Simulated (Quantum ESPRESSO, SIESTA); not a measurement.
# Deformation of the band gap of beta-gallia Ga2O3 under volume change, QE, PBE

Calculated with Quantum ESPRESSO 7.5: PBE; plane waves, GBRV 1.5 ultrasoft, 50/300 Ry; k-mesh 2×7×4. The volume is changed from typed lattice constants. Shape and atoms were relaxed at QE, PBE at each point. The gap is that between the highest filled and lowest empty Kohn-Sham level on the mesh.

```
volume change (%)  gap on the mesh (eV)
               -8                 2.676
               -6                 2.517
               -4                 2.359
               -2                     ?
                0                  2.05
               +2                 1.907
```

**Question.** Fit a second-order form in the logarithmic strain to the rows given and interpolate to the withheld row.

**Working.**

With u = ln[(1 + ε)/(1 + ε0)], counted from the row at ε0 = +0 % where y0 = 2.05, a second-order form y = y0 + a u + b u² makes v = (y − y0)/u a line in u.

```
         u         v
-0.0833816  -7.50765
-0.0618754  -7.54743
-0.0408220  -7.56945
 0.0198026  -7.22126
```

With n = 4: mean u = -0.0415691, mean v = -7.46145, Σ(u − ū)² = 0.0059277, Σ(u − ū)(v − v̄) = 0.018338. Slope b = 0.018338 / 0.0059277 = 3.0935; intercept a = v̄ − b ū = -7.3329.

At the withheld row u = -0.02020, v = a + b u = -7.395, and y = y0 + u v.

Prediction at -2: 2.199 eV. The run gave 2.207 eV, so the fit is low by 0.0076 eV (0.34 % of the value).

The first-order term, -7.33 eV per unit of ln V, is the slope of the fitted parabola at ε0; it is a deformation potential only where one valley holds the gap over the whole range, and a kink or a flat stretch in the table makes it differ from the local slope. The second-order term makes up 0.85 % of v at the withheld row. Among the rows given, the largest miss of the fit is at -8, by 0.0069 eV (0.90 % of the range of the table).

Limits: The nuclei are static. The DFT runs use Fermi–Dirac occupations of width 0.01 eV, and energies are free energies. The mesh holds the band edges only if they lie on it, and semilocal functionals put gaps under measured ones.

[Logs are printed without paths, hosts, clocks, repeated set-up lines and the standing remarks that a program may print on its own settings, such as how far it seeks lower states.]

[Hosts, paths, dates, database ids (printed as entryN), source tags and the programs' standing remarks are cut or masked in the printed files.]
